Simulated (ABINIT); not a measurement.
# Te2Mo (P6_3/mmc): G0W0 in ABINIT against the bands in the screening

Wanted: the cheapest bands in the screening that holds the gap of Te2Mo (P6_3/mmc).

Main program and level: ABINIT 10.8.3; PBE and many-body steps on it, plane waves.

**1. The starting structure**

The structure is hexagonal, space group P6_3/mmc (No. 194). The conventional cell has a = 3.518 Å, b = 3.518 Å, c = 13.974 Å, α = 90.00°, β = 90.00°, γ = 120.00°. Nearest to Te lie 3 Mo at 2.72 Å. Mo has 6 Te at 2.72 Å nearest. Farther neighbours and most contacts between anions are not listed.

The cell and positions come from the Crystallography Open Database and are kept as given unless a step says otherwise. Spin-orbit coupling is left out unless a step names it.

**2. Screening, 3×3×1 mesh, 54 bands, screening to 106.1 eV**

This step: ABINIT 10.8.3; RPA screening on PBE, plane waves, norm-conserving pseudopotentials.

The RPA dielectric matrix is built and inverted for each q.

Input file run.abi:

```
acell 3*1.0 Angstrom
rprim 
  3.518200000003 -0.000000000001 0.000000000000
  -1.759100000001 3.046850575598 0.000000000000
  0.000000000000 0.000000000000 13.973600000000
ntypat 2
znucl 52 42
natom 6
typat 1 1 1 1 2 2
xred 
  0.333333333333 0.666666666667 0.621000000000
  0.666666666667 0.333333333333 0.121000000000
  0.333333333333 0.666666666667 0.879000000000
  0.666666666667 0.333333333333 0.379000000000
  0.333333333333 0.666666666667 0.250000000000
  0.666666666667 0.333333333333 0.750000000000
pp_dirpath "pseudos"
pseudos "Te.upf, Mo.upf"
ecut 36
ngkpt 3 3 1
nshiftk 1
shiftk 0 0 0
kptopt 1
chksymbreak 0
istwfk *1
occopt 1
irdwfk 1
optdriver 3
nband 54
ecuteps 3.9
inclvkb 2
awtr 1
symchi 1
indata_prefix "in"
outdata_prefix "out"
tmpdata_prefix "tmp"
```

The run is started by

```
OMP_NUM_THREADS=1 mpirun -n 8 abinit run.abi > log
```

The log of the run:

```text
.Version 10.8.3 of ABINIT. v10.8.2 released Aug 2026.

 Symmetries : space group P6_3/m m c (#194); Bravais hP (primitive hexag.)
[... echo of the input left out ...]
== DATASET  1 ==================================================================
-   mpi_nproc: 8, omp_nthreads: 1 (-1 if OMP is not activated)

--- !DatasetInfo
iteration_state: {dtset: 1, }
dimensions: {natom: 6, nkpt: 3, mband: 54, nsppol: 1, nspinor: 1, nspden: 1, mpw: 10515, }
cutoff_energies: {ecut:  36.0, pawecutdg:  -1.0, }
electrons: {nelect:   9.20000000E+01, charge:   0.00000000E+00, occopt:   1.00000000E+00, tsmear:   1.00000000E-02, }

 SCREENING: Calculation of the susceptibility and dielectric matrices

 Based on a program developped by R.W. Godby, V. Olevano, G. Onida, and L. Reining.
 Incorporated in ABINIT by V. Olevano, G.-M. Rignanese, and M. Torrent.
.Using double precision arithmetic ; gwpc =  8

[... cell and pseudopotentials left out ...]
--------------------------------------------------------------------------------

 ==== K-mesh for the wavefunctions ====
 Number of points in the irreducible wedge :     3
[... list of points left out ...]
 Together with 24 symmetry operations and time-reversal symmetry
 yields     9 points in the full Brillouin Zone.

 ==== Q-mesh for the screening function ====
 Number of points in the irreducible wedge :     3
[... list of points left out ...]
 Together with 24 symmetry operations and time-reversal symmetry
 yields     9 points in the full Brillouin Zone.

 setmesh: FFT mesh size selected  =    24x   24x   96
          total number of points  =        55296

 vcoul_init : cutoff-mode = AUXILIARY_FUNCTION
 q-points for optical limit:   1
     1)      0.000010    0.000020    0.000030

- screening: taking advantage of time-reversal symmetry
- Maximum band index for partially occupied states nbvw = 46
- Remaining bands to be divided among processors   nbcw = 8
- Number of bands treated by each node ~1

 Number of electrons calculated from density =   92.0000; Expected =   92.0000
 average of density, n =  0.091015
 r_s =    1.3791
 omega_plasma =   29.1012 [eV]

 calculating chi0 at frequencies [eV] :
  1    0.000000E+00    0.000000E+00
  2    0.000000E+00    2.910122E+01

--------------------------------------------------------------------------------
  q-point number  1        q = ( 0.000000, 0.000000, 0.000000) [r.l.u.]
--------------------------------------------------------------------------------
[... chi0 elements left out ...]
 For q-point:  0.000010 0.000020 0.000030
  dielectric constant =  18.0005
  dielectric constant without local fields =  20.6826

  Average fulfillment of the sum rule on Im[epsilon] for q-point    1 :     18.37  [%]
[... wings left out ...]
  q-point number  2        q = ( 0.333333, 0.000000, 0.000000) [r.l.u.]
--------------------------------------------------------------------------------
[... chi0 elements left out ...]
  Average fulfillment of the sum rule on Im[epsilon] for q-point    2 :     13.08  [%]

 [... 1 further q-points ...]
```

The job ended after 15 s (8 MPI ranks of Intel Xeon Platinum 8488C (Sapphire Rapids), shared host; peak memory 2 GiB; 1.9 min of CPU time).

Numbers from this step:

```
ε∞ with local fields, on this mesh, along the program's q direction : 18.00
the same without local fields                                       : 20.68
plasma frequency                                                    : 29.10 eV
plane waves in the screening matrix                                 : 341
```

Local fields lower ε∞ by 13 %. On a Γ-centred mesh this coarse the value itself is usually too large, while a short band sum pulls it down.

**3. 54 bands**

This step: G0W0 on PBE, plane waves, norm-conserving pseudopotentials.

Edit run.abi of step 2 so:

```diff
@@ -27,8 +27,17 @@
 irdwfk 1
-optdriver 3
-nband 54
+optdriver 4
+nband 132
+gwcalctyp 0
+ecutsigx 36
+symsigma 1
+nkptgw 2
+kptgw 
+  0.0000000000 0.0000000000 0.0000000000
+  0.3333333333 0.3333333333 0.0000000000
+bdgw 
+  45 48
+  45 48
 ecuteps 3.9
-inclvkb 2
-awtr 1
-symchi 1
+irdscr 1
+ppmodel 1
 indata_prefix "in"
```

The log of the run:

```text
.Version 10.8.3 of ABINIT. v10.8.2 released Aug 2026.

 Symmetries : space group P6_3/m m c (#194); Bravais hP (primitive hexag.)
[... echo of the input left out ...]
== DATASET  1 ==================================================================
-   mpi_nproc: 8, omp_nthreads: 1 (-1 if OMP is not activated)

--- !DatasetInfo
iteration_state: {dtset: 1, }
dimensions: {natom: 6, nkpt: 3, mband: 132, nsppol: 1, nspinor: 1, nspden: 1, mpw: 10515, }
cutoff_energies: {ecut:  36.0, pawecutdg:  -1.0, }
electrons: {nelect:   9.20000000E+01, charge:   0.00000000E+00, occopt:   1.00000000E+00, tsmear:   1.00000000E-02, }

 SIGMA: Calculation of the GW corrections

 Based on a program developped by R.W. Godby, V. Olevano, G. Onida, and L. Reining.
 Incorporated in ABINIT by V. Olevano, G.-M. Rignanese, and M. Torrent.
.Using double precision arithmetic ; gwpc =  8

[... cell and pseudopotentials left out ...]
--------------------------------------------------------------------------------

 ==== K-mesh for the wavefunctions ====
 Number of points in the irreducible wedge :     3
[... list of points left out ...]
 Together with 24 symmetry operations and time-reversal symmetry
 yields     9 points in the full Brillouin Zone.

 ==== Q-mesh for screening function ====
 Number of points in the irreducible wedge :     3
[... list of points left out ...]
 Together with 24 symmetry operations and time-reversal symmetry
 yields     9 points in the full Brillouin Zone.

 vcoul_init : cutoff-mode = AUXILIARY_FUNCTION
 q-points for optical limit:   1
     1)      0.000010    0.000020    0.000030
 setmesh: FFT mesh size selected  =    32x   32x  144
          total number of points  =       147456

 Number of electrons calculated from density =   92.0000; Expected =   92.0000
 average of density, n =  0.091015
 r_s =    1.3791
 omega_plasma =   29.1012 [eV]

 === KS Band Gaps ===
  >>>> For spin  1
   Minimum direct gap =   1.0377 [eV], located at k-point      :   0.3333  0.3333  0.0000
   Fundamental gap    =   0.9565 [eV], Top of valence bands at :   0.0000  0.0000  0.0000
                                       Bottom of conduction at :   0.3333  0.3333  0.0000
 SIGMA fundamental parameters:
 PLASMON POLE MODEL  1
 number of plane-waves for SigmaX                10361
 number of plane-waves for SigmaC and W            341
 number of plane-waves for wavefunctions         10361
 number of bands                                   132
 number of independent spin polarizations            1
 number of spinorial components                      1
 number of k-points in IBZ                           3
 number of q-points in IBZ                           3
 number of symmetry operations                      24
 number of k-points in BZ                            9
 number of q-points in BZ                            9
 number of frequencies for dSigma/dE                 9
 frequency step for dSigma/dE [eV]                0.25
 number of omega for Sigma on real axis              0
 max omega for Sigma on real axis  [eV]           0.00
 zcut for avoiding poles [eV]                     0.10

 EPSILON^-1 parameters (SCR file):
 dimension of the eps^-1 matrix on file            341
 dimension of the eps^-1 matrix used               341
 number of plane-waves for wavefunctions         10361
 number of bands                                    54
 number of q-points in IBZ                           3
 number of frequencies                               2
 number of real frequencies                          1
 number of imag frequencies                          1

 matrix elements of self-energy operator (all in [eV])

 Perturbative Calculation

--- !SelfEnergy_ee
iteration_state: {dtset: 1, }
kpoint     : [   0.000,    0.000,    0.000, ]
spin       : 1
KS_gap     :    2.886
QP_gap     :    2.801
Delta_QP_KS:   -0.085
data: !SigmaeeData |
     Band     E0 <VxcDFT>   SigX SigC(E0)      Z dSigC/dE  Sig(E)    E-E0       E
       45   7.652 -12.579 -15.438   2.370   0.769  -0.300 -12.955  -0.376   7.276
       46   7.987 -15.979 -16.763   1.530   0.718  -0.392 -15.443   0.536   8.523
       47  10.873 -14.174 -10.765  -2.806   0.748  -0.336 -13.723   0.452  11.324
       48  10.873 -14.174 -10.765  -2.806   0.748  -0.336 -13.723   0.452  11.324

--- !SelfEnergy_ee
iteration_state: {dtset: 1, }
kpoint     : [   0.333,    0.333,    0.000, ]
spin       : 1
KS_gap     :    1.038
QP_gap     :    1.532
Delta_QP_KS:    0.494
data: !SigmaeeData |
     Band     E0 <VxcDFT>   SigX SigC(E0)      Z dSigC/dE  Sig(E)    E-E0       E
       45   7.669 -15.398 -16.611   2.061   0.712  -0.405 -14.795   0.603   8.272
       46   7.906 -16.094 -17.248   2.004   0.710  -0.408 -15.491   0.603   8.509
       47   8.943 -16.955 -12.267  -3.119   0.699  -0.430 -15.858   1.097  10.040
       48   8.943 -16.955 -12.267  -3.119   0.699  -0.430 -15.858   1.097  10.040

== END DATASET(S) ==============================================================
================================================================================

 -outvars: echo values of variables after computation  --------
           etotal      0.0000000000E+00
            nband         132
             nkpt           3
          spgroup         194
 [... the other variables as echoed above ...]

 Calculation completed.
```

The job ended after 12 s (8 MPI ranks; peak memory 1.8 GiB; 92 s of CPU time).

This step gave:

- G0W0 gap on the points computed: 1.517 eV
- starting gap on the mesh: 0.9565 eV
- k of the valence top: 0, 0, 0
- k of the conduction bottom: 0.3333, 0.3333, 0
- Z at the valence top: 0.718
- Z at the conduction bottom: 0.699
- least direct G0W0 gap on the computed points: 1.531 eV

**4. Screening, 3×3×1 mesh, 65 bands, screening to 106.1 eV**

This step: RPA screening on PBE, plane waves, norm-conserving pseudopotentials.

Edit run.abi of step 3 so:

```diff
@@ -27,17 +27,8 @@
 irdwfk 1
-optdriver 4
-nband 132
-gwcalctyp 0
-ecutsigx 36
-symsigma 1
-nkptgw 2
-kptgw 
-  0.0000000000 0.0000000000 0.0000000000
-  0.3333333333 0.3333333333 0.0000000000
-bdgw 
-  45 48
-  45 48
+optdriver 3
+nband 65
 ecuteps 3.9
-irdscr 1
-ppmodel 1
+inclvkb 2
+awtr 1
+symchi 1
 indata_prefix "in"
```

The log of the run:

```text
.Version 10.8.3 of ABINIT. v10.8.2 released Aug 2026.

 Symmetries : space group P6_3/m m c (#194); Bravais hP (primitive hexag.)
[... echo of the input left out ...]
== DATASET  1 ==================================================================
-   mpi_nproc: 8, omp_nthreads: 1 (-1 if OMP is not activated)

--- !DatasetInfo
iteration_state: {dtset: 1, }
dimensions: {natom: 6, nkpt: 3, mband: 65, nsppol: 1, nspinor: 1, nspden: 1, mpw: 10515, }
cutoff_energies: {ecut:  36.0, pawecutdg:  -1.0, }
electrons: {nelect:   9.20000000E+01, charge:   0.00000000E+00, occopt:   1.00000000E+00, tsmear:   1.00000000E-02, }

 SCREENING: Calculation of the susceptibility and dielectric matrices

 Based on a program developped by R.W. Godby, V. Olevano, G. Onida, and L. Reining.
 Incorporated in ABINIT by V. Olevano, G.-M. Rignanese, and M. Torrent.
.Using double precision arithmetic ; gwpc =  8

[... cell and pseudopotentials left out ...]
--------------------------------------------------------------------------------

 ==== K-mesh for the wavefunctions ====
 Number of points in the irreducible wedge :     3
[... list of points left out ...]
 Together with 24 symmetry operations and time-reversal symmetry
 yields     9 points in the full Brillouin Zone.

 ==== Q-mesh for the screening function ====
 Number of points in the irreducible wedge :     3
[... list of points left out ...]
 Together with 24 symmetry operations and time-reversal symmetry
 yields     9 points in the full Brillouin Zone.

 setmesh: FFT mesh size selected  =    24x   24x   96
          total number of points  =        55296

 vcoul_init : cutoff-mode = AUXILIARY_FUNCTION
 q-points for optical limit:   1
     1)      0.000010    0.000020    0.000030

- screening: taking advantage of time-reversal symmetry
- Maximum band index for partially occupied states nbvw = 46
- Remaining bands to be divided among processors   nbcw = 19
- Number of bands treated by each node ~2

 Number of electrons calculated from density =   92.0000; Expected =   92.0000
 average of density, n =  0.091015
 r_s =    1.3791
 omega_plasma =   29.1012 [eV]

 calculating chi0 at frequencies [eV] :
  1    0.000000E+00    0.000000E+00
  2    0.000000E+00    2.910122E+01

--------------------------------------------------------------------------------
  q-point number  1        q = ( 0.000000, 0.000000, 0.000000) [r.l.u.]
--------------------------------------------------------------------------------
[... chi0 elements left out ...]
 For q-point:  0.000010 0.000020 0.000030
  dielectric constant =  20.0487
  dielectric constant without local fields =  22.7649

  Average fulfillment of the sum rule on Im[epsilon] for q-point    1 :     33.23  [%]
[... wings left out ...]
  q-point number  2        q = ( 0.333333, 0.000000, 0.000000) [r.l.u.]
--------------------------------------------------------------------------------
[... chi0 elements left out ...]
  Average fulfillment of the sum rule on Im[epsilon] for q-point    2 :     23.23  [%]

 [... 1 further q-points ...]
```

Elapsed: 20 s, on 8 MPI ranks; peak memory 2.1 GiB; 2.6 min of CPU time.

This step gave:

```yaml
eps_infinity_with_local_fields_on_this_mesh_along_the_program_s_q_direction: 20.05
the_same_without_local_fields: 22.76
plasma_frequency: 29.10 eV
plane_waves_in_the_screening_matrix: 341
```

**5. 65 bands**

The self-energy is evaluated for the states that the input lists, and the levels follow from it, in one-shot runs by the linearised quasiparticle equation.

This step: G0W0 on PBE, plane waves, norm-conserving pseudopotentials.

Edit run.abi of step 4 so:

```diff
@@ -27,8 +27,17 @@
 irdwfk 1
-optdriver 3
-nband 65
+optdriver 4
+nband 132
+gwcalctyp 0
+ecutsigx 36
+symsigma 1
+nkptgw 2
+kptgw 
+  0.0000000000 0.0000000000 0.0000000000
+  0.3333333333 0.3333333333 0.0000000000
+bdgw 
+  45 48
+  45 48
 ecuteps 3.9
-inclvkb 2
-awtr 1
-symchi 1
+irdscr 1
+ppmodel 1
 indata_prefix "in"
```

The log of the run:

```text
.Version 10.8.3 of ABINIT. v10.8.2 released Aug 2026.

 Symmetries : space group P6_3/m m c (#194); Bravais hP (primitive hexag.)
[... echo of the input left out ...]
== DATASET  1 ==================================================================
-   mpi_nproc: 8, omp_nthreads: 1 (-1 if OMP is not activated)

--- !DatasetInfo
iteration_state: {dtset: 1, }
dimensions: {natom: 6, nkpt: 3, mband: 132, nsppol: 1, nspinor: 1, nspden: 1, mpw: 10515, }
cutoff_energies: {ecut:  36.0, pawecutdg:  -1.0, }
electrons: {nelect:   9.20000000E+01, charge:   0.00000000E+00, occopt:   1.00000000E+00, tsmear:   1.00000000E-02, }

 SIGMA: Calculation of the GW corrections

 Based on a program developped by R.W. Godby, V. Olevano, G. Onida, and L. Reining.
 Incorporated in ABINIT by V. Olevano, G.-M. Rignanese, and M. Torrent.
.Using double precision arithmetic ; gwpc =  8

[... cell and pseudopotentials left out ...]
--------------------------------------------------------------------------------

 ==== K-mesh for the wavefunctions ====
 Number of points in the irreducible wedge :     3
[... list of points left out ...]
 Together with 24 symmetry operations and time-reversal symmetry
 yields     9 points in the full Brillouin Zone.

 ==== Q-mesh for screening function ====
 Number of points in the irreducible wedge :     3
[... list of points left out ...]
 Together with 24 symmetry operations and time-reversal symmetry
 yields     9 points in the full Brillouin Zone.

 vcoul_init : cutoff-mode = AUXILIARY_FUNCTION
 q-points for optical limit:   1
     1)      0.000010    0.000020    0.000030
 setmesh: FFT mesh size selected  =    32x   32x  144
          total number of points  =       147456

 Number of electrons calculated from density =   92.0000; Expected =   92.0000
[...]
number of omega for Sigma on real axis              0
 max omega for Sigma on real axis  [eV]           0.00
 zcut for avoiding poles [eV]                     0.10

 EPSILON^-1 parameters (SCR file):
 dimension of the eps^-1 matrix on file            341
 dimension of the eps^-1 matrix used               341
 number of plane-waves for wavefunctions         10361
 number of bands                                    65
 number of q-points in IBZ                           3
 number of frequencies                               2
 number of real frequencies                          1
 number of imag frequencies                          1

 matrix elements of self-energy operator (all in [eV])

 Perturbative Calculation

--- !SelfEnergy_ee
iteration_state: {dtset: 1, }
kpoint     : [   0.000,    0.000,    0.000, ]
spin       : 1
KS_gap     :    2.886
QP_gap     :    2.722
Delta_QP_KS:   -0.163
data: !SigmaeeData |
     Band     E0 <VxcDFT>   SigX SigC(E0)      Z dSigC/dE  Sig(E)    E-E0       E
       45   7.652 -12.579 -15.438   2.356   0.790  -0.265 -12.976  -0.397   7.255
       46   7.987 -15.979 -16.763   1.463   0.751  -0.331 -15.469   0.511   8.498
       47  10.873 -14.174 -10.765  -2.962   0.775  -0.290 -13.827   0.347  11.220
[...]
--- !SelfEnergy_ee
iteration_state: {dtset: 1, }
kpoint     : [   0.333,    0.333,    0.000, ]
spin       : 1
KS_gap     :    1.038
QP_gap     :    1.516
Delta_QP_KS:    0.478
data: !SigmaeeData |
     Band     E0 <VxcDFT>   SigX SigC(E0)      Z dSigC/dE  Sig(E)    E-E0       E
[...]
47   8.943 -16.955 -12.267  -3.277   0.737  -0.357 -15.915   1.040   9.983
       48   8.943 -16.955 -12.267  -3.277   0.737  -0.357 -15.915   1.040   9.983

== END DATASET(S) ==============================================================
================================================================================

 -outvars: echo values of variables after computation  --------
           etotal      0.0000000000E+00
            nband         132
             nkpt           3
          spgroup         194
 [... the other variables as echoed above ...]

 Calculation completed.
```

It took 11 s on 8 MPI ranks; peak memory 1.8 GiB.

This step gave:

```yaml
g0w0_gap_on_the_points_computed: 1.485 eV
starting_gap_on_the_mesh: 0.9565 eV
k_of_the_valence_top: 0, 0, 0
k_of_the_conduction_bottom: 0.3333, 0.3333, 0
z_at_the_valence_top: 0.751
z_at_the_conduction_bottom: 0.737
least_direct_g0w0_gap_on_the_computed_points: 1.516 eV
```

The gap on the mesh goes from 0.96 eV to 1.49 eV, a correction of +0.53 eV.

(Continued in part 2 of 2.)

[Paths, hosts, dates, memory and timing lines, banners, echoed tables and standing remarks are left out of the program output.]

[Logs are printed without paths, hosts, clocks, repeated set-up lines and the standing remarks that a program may print on its own settings, such as how far it seeks lower states.]

[Runs of the session that timed out or met a known fault of the program may be left out.]

[No measured gap is set beside runs whose start may be inverted or whose files or cutoffs have a known fault.]

[Hosts, paths, dates, database ids (printed as entryN), source tags and the programs' standing remarks are cut or masked in the printed files.]

[G0W0 gaps are taken among the corrected bands and points alone; a level outside them can change the order at an edge.]

[Where Ansatz stands beside ABINIT at settings called matched, ABINIT's density can come from a denser mesh and the files from another edition; pairs whose starting gaps differed by over 0.03 eV were left out, so agreement reads better than it is.]
